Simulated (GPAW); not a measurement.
# The basis that the transmission of O2 in line between two Sn chains needs, part 2 of 2

How well does O2 in line between two Sn chains conduct at low bias, and how far do basis and functional move the answer?

GPAW 26.7.0; GPAW LCAO, PAW setups; Landauer transmission from Green's functions with principal layers (ASE), zero bias.

So far, transmission at the Fermi level (one spin): step 2 (GPAW, dzp, PBE, GPAW) 1.26; step 3 (basis szp(dzp), PBE, GPAW) 1.28; step 4 (basis sz(dzp), PBE, GPAW) 1.46; step 5 (revPBE) 1.25.

## (8) Mixing 0.15 (continued)

One spin. Transmission, zone mean against energy, zero at the Fermi level:

energy (eV), transmission, zone mean and a bar:
```
    -3.00       0.00 
    -2.85       0.00 
    -2.70       0.00 
    -2.55       0.04 #
    -2.33       0.09 ##
    -2.17       0.11 ###
    -2.02       0.12 ###
    -1.88       0.14 ###
    -1.73       0.15 ####
    -1.57       0.16 ####
    -1.35       0.18 ####
    -1.20       0.19 #####
    -1.05       0.20 #####
    -0.90       0.21 #####
    -0.75       0.34 ########
    -0.60       0.62 ###############
    -0.38       0.99 ########################
    -0.23       1.17 ############################
    -0.07       1.25 ##############################
     0.00       1.26 ##############################
     0.07       1.25 ##############################
     0.23       1.21 #############################
     0.38       1.15 ###########################
     0.60       1.07 #########################
     0.75       1.02 ########################
     0.90       1.00 ########################
     1.05       0.98 #######################
     1.20       0.98 #######################
     1.35       0.97 #######################
     1.57       0.96 #######################
     1.73       0.95 #######################
     1.88       0.94 ######################
     2.02       0.92 ######################
     2.17       0.90 ######################
     2.33       0.89 #####################
     2.55       0.85 ####################
     2.70       0.82 ###################
     2.85       0.76 ##################
     3.00       0.67 ################
```

Not self-consistent under bias; the bias window is split evenly. Table of current through one cell, from the zero-bias transmission by bias:

```
bias (V)  current through one cell, from the zero-bias transmission (μA)
   0.100                                                            9.66
   0.200                                                            19.3
   0.500                                                            47.3
   1.000                                                            88.5
   1.500                                                             120
   2.000                                                             144
```

Table of transmission of the three most open eigenchannels by energy, zero at the Fermi level:

| energy (eV) | channel 1 | channel 2 | channel 3 |
| --- | --- | --- | --- |
| -3.00 | 1.5e-8 | 0 | 0 |
| -2.85 | 4.8e-9 | 0 | 0 |
| -2.70 | 2.1e-8 | 0 | 0 |
| -2.55 | 0.0400 | 0 | 0 |
| -2.33 | 0.0862 | 0 | 0 |
| -2.17 | 0.107 | 0 | 0 |
| -2.02 | 0.124 | 0 | 0 |
| -1.88 | 0.138 | 0 | 0 |
| -1.73 | 0.151 | 0 | 0 |
| -1.57 | 0.163 | 0 | 0 |
| -1.35 | 0.181 | 0 | 0 |
| -1.20 | 0.192 | 0 | 0 |
| -1.05 | 0.203 | 0 | 0 |
| -0.90 | 0.214 | 3.2e-12 | 3.2e-12 |
| -0.75 | 0.225 | 0.0592 | 0.0592 |
| -0.60 | 0.236 | 0.193 | 0.193 |
| -0.38 | 0.371 | 0.371 | 0.251 |
| -0.23 | 0.453 | 0.453 | 0.261 |
| -0.07 | 0.489 | 0.489 | 0.270 |
| 0.00 | 0.491 | 0.491 | 0.275 |
| 0.07 | 0.487 | 0.487 | 0.279 |
| 0.23 | 0.462 | 0.462 | 0.288 |
| 0.38 | 0.428 | 0.428 | 0.296 |
| 0.60 | 0.378 | 0.378 | 0.309 |
| 0.75 | 0.354 | 0.354 | 0.317 |
| 0.90 | 0.336 | 0.336 | 0.325 |
| 1.05 | 0.333 | 0.325 | 0.325 |
| 1.20 | 0.342 | 0.318 | 0.318 |
| 1.35 | 0.350 | 0.311 | 0.311 |
| 1.57 | 0.365 | 0.300 | 0.300 |
| 1.73 | 0.375 | 0.289 | 0.289 |
| 1.88 | 0.385 | 0.277 | 0.277 |
| 2.02 | 0.397 | 0.263 | 0.263 |
| 2.17 | 0.408 | 0.248 | 0.248 |
| 2.33 | 0.421 | 0.233 | 0.233 |
| 2.55 | 0.440 | 0.206 | 0.206 |
| 2.70 | 0.454 | 0.181 | 0.181 |
| 2.85 | 0.468 | 0.146 | 0.146 |
| 3.00 | 0.481 | 0.0964 | 0.0964 |

The conductance equals that of the dzp run to 0.2 %.

## (9) Another change of settings

A last run, with other settings again.

run.py

```python
import json
import numpy as np
from ase import Atoms
from ase.transport.calculators import TransportCalculator
from gpaw import GPAW, FermiDirac
from gpaw.lcao.tools import get_lcao_hamiltonian
from scipy.linalg import eigh

# The junction with lead layers at both ends, along the third cell vector
device = Atoms(
    ['Sn', 'Sn', 'Sn', 'Sn', 'Sn', 'O', 'O', 'Sn', 'Sn', 'Sn', 'Sn', 'Sn'],
    positions=[
        [4.50000, 4.50000, 1.37500],
        [4.50000, 4.50000, 4.12500],
        [4.50000, 4.50000, 6.87500],
        [4.50000, 4.50000, 9.62500],
        [4.50000, 4.50000, 12.37500],
        [4.50000, 4.50000, 14.22680],
        [4.50000, 4.50000, 15.52680],
        [4.50000, 4.50000, 17.37860],
        [4.50000, 4.50000, 20.12860],
        [4.50000, 4.50000, 22.87860],
        [4.50000, 4.50000, 25.62860],
        [4.50000, 4.50000, 28.37860]],
    cell=[[9.0, 0.0, 0.0], [0.0, 9.0, 0.0], [0.0, 0.0, 29.7536]],
    pbc=True)

# One principal layer of the lead: the first 3 atoms of the device
lead = Atoms(
    ['Sn', 'Sn', 'Sn'],
    positions=[
        [4.50000, 4.50000, 1.37500],
        [4.50000, 4.50000, 4.12500],
        [4.50000, 4.50000, 6.87500]],
    cell=[[9.0, 0.0, 0.0], [0.0, 9.0, 0.0], [0.0, 0.0, 8.25]],
    pbc=True)

settings = dict(mode='lcao', basis='dzp', xc='PBE', h=0.18,
                occupations=FermiDirac(0.1), maxiter=75,
                mixer=dict(beta=0.1, nmaxold=8, weight=100.0),
                convergence=dict(density=0.0001))
energies = np.arange(-3, 3 + 1e-9, 0.075)
eta = 0.2
n1, n2 = 1, 1
# k and -k transmit alike, so half of the mesh across the current serves
mesh = [(i, j) for i in range(n1) for j in range(n2) if (i, j) <= (-i % n1, -j % n2)]
weights = np.array([1 if (i, j) == (-i % n1, -j % n2) else 2 for i, j in mesh]) / (n1 * n2)

# [... helper functions left out ...]
fermi_lead = ground_state(lead, (1, 1, 14), 'lead.txt')
fermi_device = ground_state(device, (1, 1, 3), 'device.txt')
# [... loop over the mesh left out, but for ...]
        # Shift the lead onto the potential of the device's first layer
        shift = ((H[:, 0, 0] - H0[:, 0, 0]) / S0[0, 0]).real.mean()
# [...]
kT = 8.617333e-5 * 500
bias = [0.1, 0.2, 0.5, 1.0, 1.5, 2.0]
# [... integrals and printing left out ...]
```

The run is started by

```console
> OMP_NUM_THREADS=1 OPENBLAS_NUM_THREADS=1 python run.py
```

Wall time 58 s (1 thread of Arm Neoverse V1, shared host); peak memory 1.4 GiB.

The run finished. A setting was moved off its sound value on purpose, so it serves as a test and not as the result.

The fault put into the input: a broadening of tenths of an eV (eta = 0.2).

Side by side:

| quantity | this run | sound run | difference |
| --- | --- | --- | --- |
| conductance (G₀) | 0.13845 | 1.2486 | -1.11 |
| transmission at the Fermi level (one spin) | 0.13875 | 1.2582 | -1.12 |

The two runs differ clearly in the transmission at the Fermi level (one spin): 0.139 against 1.26.

## (10) Summary of results

- conductance: 1.25 G₀
- transmission at the Fermi level, mean of the spins: 1.26
- thermopower: about 0 (under 1.5 μV/K)

What this shows: In the dzp basis the junction conducts 1.25 G₀ at 500 K, with T = 1.26 a spin at the Fermi level; the szp basis reaches that conductance within 10 %. At the Fermi level the three most open eigenchannels pass 0.49, 0.49 and 0.27. Measured against the first run (dzp), the nearest curve is that of dzp-revPBE (r.m.s. 0.0052) and the farthest that of sz (0.14). Over the compared runs wall time goes from 39 s (sz) to 65 s (dzp-revPBE), on a shared host. The geometry was built from estimated bond lengths and not relaxed, so the numbers describe this model structure. The run had no spin polarisation, so a magnetic state, which chains and small molecules with open shells often have, wasn't tested. Spin-orbit coupling is left out, which matters for the heavy atoms here. An evenly spaced straight chain is an idealisation: free chains tend to dimerise, zigzag or, where a band edge lies near the Fermi level, turn magnetic. The currents use the zero-bias T(E) throughout, which holds only while the bias is small against the distance to the nearest feature. The energy step is wider than the thermal energy, so the conductance and thermopower rest on interpolation of T(E).

[Logs are printed without paths, hosts, clocks, repeated set-up lines and the standing remarks that a program may print on its own settings, such as how far it seeks lower states.]

[Hosts, paths, dates, database ids (printed as entryN), source tags and the programs' standing remarks are cut or masked in the printed files.]
